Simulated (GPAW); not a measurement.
# Mo2NCl2 MXene monolayer in an electric field, part 2 of 2

Aim: the dipole that a field along the normal induces in Mo2NCl2 MXene monolayer.

GPAW 26.7.0; GPAW, PAW setups; layer in a repeated cell with vacuum, relaxation of atoms and in-plane cell (the session's first sound run).

So far. Step 8 (In a field): The dipole is now 0.0348 e Å, against -2.2e-4 in the run without a field.

## (9) Field on (continued)

The electrostatic potential energy of an electron (without an applied field's), less the Fermi level, planar mean oscillates, so the rows of the table below give means over windows of 1.96 Å about each position, cut where the curve ends. Its maxima inside the range that stand out by 2 % of the span (Å: eV): 1.1: 5.13, 8.8: -3.73, 10.7: -6.43, 11.7: -6.62, 13.6: -4.67. Its minima: 8.0: -22.3, 9.8: -26.3, 11.2: -13.9, 12.6: -26.9, 14.4: -23.5.

Electrostatic potential energy of an electron (without an applied field's), less the Fermi level, planar mean against z; means over each step:

```csv
z (Å),"electrostatic potential energy of an electron (without an applied field's), less the Fermi level, planar mean (eV)"
0.98,5.05
2.94,5.13
4.90,5.12
6.86,0.577
8.82,-13.4
10.78,-12.7
12.74,-15.1
14.70,-9.07
16.66,3.37
18.62,3.49
20.58,3.49
```

The dipole is now 0.0696 e Å, against -2.2e-4 in the run without a field.

## (10) Field on

File run.py:

```python
import json
import numpy as np
from ase import Atoms
from gpaw import GPAW, PW
from gpaw.external import ConstantElectricField

slab = Atoms(
    ['Cl', 'Mo', 'N', 'Mo', 'Cl'],
    positions=[
        [0.00000, 1.71554, 8.00000],
        [1.48571, 0.85778, 9.82797],
        [0.00000, 0.00000, 11.20270],
        [-0.00000, 1.71554, 12.57741],
        [1.48571, 0.85778, 14.40538]],
    cell=[[2.97142, 0.0, 0.0], [-1.48571, 2.57332, 0.0], [0.0, 0.0, 22.4054]],
    pbc=[True, True, False])

slab.calc = GPAW(mode=PW(500), xc='PBE', kpts={'size': (12, 12, 1), 'gamma': True},
                 occupations={'name': 'fermi-dirac', 'width': 0.05}, nbands='160%',
                 convergence={'density': 1e-05}, maxiter=200,
                 poissonsolver={'dipolelayer': 'xy'},
                 external=ConstantElectricField(0.3, [0, 0, 1]),
                 symmetry={'tolerance': 1e-3}, txt='slab.txt')
result = {}
energy = slab.get_potential_energy()
fermi = slab.calc.get_fermi_level()
v = slab.calc.get_electrostatic_potential().mean((0, 1)) - fermi
n = slab.calc.get_pseudo_density().mean((0, 1))
L = slab.cell[2, 2]
z = np.arange(len(v)) * L / len(v)
low, high = slab.positions[:, 2].min(), slab.positions[:, 2].max()
below, above = np.interp([low - 5.8, high + 5.8], z, v)
slopes = [np.interp(x, z, np.gradient(v, z)) for x in (low - 5.8, high + 5.8)]
eps = np.array([[slab.calc.get_eigenvalues(k, s) for k in range(len(slab.calc.get_ibz_k_points()))]
                for s in range(slab.calc.get_number_of_spins())]) - fermi
top, bottom = eps[eps < 0].max(), eps[eps > 0].min()
dipole = slab.get_dipole_moment()[2]
print(f'energy {energy:.4f} eV, Fermi level {fermi:.4f} eV, dipole {dipole:.5f} e A')
print(f'potential 5.8 A off the faces, from the Fermi level: lower {below:.4f} eV, upper {above:.4f} eV')
print(f'slope of the potential there: lower {slopes[0]:.5f}, upper {slopes[1]:.5f} eV/A')
print(f'nearest levels on the mesh: {top:.4f} and {bottom:.4f} eV')
print('magnetic moment', round(slab.get_magnetic_moment(), 3))
result.update(energy=energy, fermi=fermi, dipole=dipole, below=below, above=above, slopes=slopes, edges=[top, bottom],
              z=z.tolist(), v=v.tolist(), n=n.tolist(), positions=slab.positions.tolist(),
              forces=slab.get_forces(apply_constraint=False).tolist(), moments=slab.get_magnetic_moments().tolist())
json.dump(result, open('result.json', 'w'))
```

The run is started by

```bash
> OMP_NUM_THREADS=1 OPENBLAS_NUM_THREADS=1 python run.py
```

The job ended after 3.6 min (1 thread of Arm Neoverse V2, shared host; peak memory 0.52 GiB).

The electrostatic potential energy of an electron (without an applied field's), less the Fermi level, planar mean oscillates, so the rows of the table below give means over windows of 1 Å about each position, cut where the curve ends. Its maxima inside the range that stand out by 2 % of the span (Å: eV): 1.1: 5.55, 8.8: -3.50, 10.7: -6.38, 11.7: -6.67, 13.6: -4.91. Its minima: 8.0: -22.0, 9.8: -26.2, 11.2: -13.9, 12.6: -27.1, 14.4: -23.8.

Table of electrostatic potential energy of an electron (without an applied field's), less the Fermi level, planar mean by z; means over each step:

```csv
z (Å),"electrostatic potential energy of an electron (without an applied field's), less the Fermi level, planar mean (eV)"
0,5.08
1,5.55
2,5.55
3,5.55
4,5.55
5,5.54
6,5.43
7,2.44
8,-14.9
9,-7.84
10,-20.2
11,-9.73
12,-13.9
13,-16.8
14,-13.1
15,-6.83
16,2.70
17,3.06
18,3.08
19,3.08
20,3.08
21,3.08
22,3.24
```

The dipole is now 0.104 e Å, against -2.2e-4 in the run without a field.

## (11) The series

The members are put on one axis.

This step: induced dipole against applied field (GPAW 26.7.0).

The dipole along the normal by field:

```csv
field (V/Å),dipole along the normal (e·Å)
-0.200,-0.0696
-0.100,-0.0348
-0.050,-0.0174
0.000,-2.2e-4
0.050,0.0174
0.100,0.0348
0.200,0.0696
0.300,0.104
```

## (12) A changed run

One more run, with changed settings.

This step: GPAW, PAW setups; slab in vacuum (GPAW 26.7.0).

run.py, as its differences from that of step 10:

```diff
@@ -4,3 +4,2 @@
 from gpaw import GPAW, PW
-from gpaw.external import ConstantElectricField
 
@@ -19,5 +18,4 @@
                  occupations={'name': 'fermi-dirac', 'width': 0.05}, nbands='160%',
-                 convergence={'density': 1e-05}, maxiter=200,
+                 convergence={'density': 1e-05}, maxiter=3,
                  poissonsolver={'dipolelayer': 'xy'},
-                 external=ConstantElectricField(0.3, [0, 0, 1]),
                  symmetry={'tolerance': 1e-3}, txt='slab.txt')
```

Elapsed: 14 s, on 1 thread; peak memory 0.25 GiB.

The fault put into the input: too few SCF iterations (maxiter = 3).

## (13) Summary of results

```yaml
work_function_upper_and_lower_face: 4.311 and 4.304 eV
dipole_along_the_normal: -2.2e-4 e Å, near the numerical noise
induced_dipole_per_field: 0.348 e Å per V/Å
out_of_plane_polarisability_per_area_alpha_eps_0_a: 8.24 Å
```

The field induces 0.348 e Å per V/Å, a polarisable thickness α/(ε0 A) of 8.24 Å beside 6.41 Å between the outermost nuclei. A perfect conductor would give the distance between its two image planes; a dielectric of thickness t gives t(1 - 1/ε). The induced dipole is linear in the field over this range. The small printed dipole stands for a step of 5.3 meV from the lower to the upper face, and the probes find 7.1 meV; values this small are near the numerical noise of both. The cell holds an odd number of electrons, so without spin polarisation it must come out metallic and without a moment, whatever its true state. The layer's cell and atoms come from the relaxation; spin-orbit coupling and temperature are left out.

[Logs are printed without paths, hosts, clocks, repeated set-up lines and the standing remarks that a program may print on its own settings, such as how far it seeks lower states.]

[Hosts, paths, dates, database ids (printed as entryN), source tags and the programs' standing remarks are cut or masked in the printed files.]
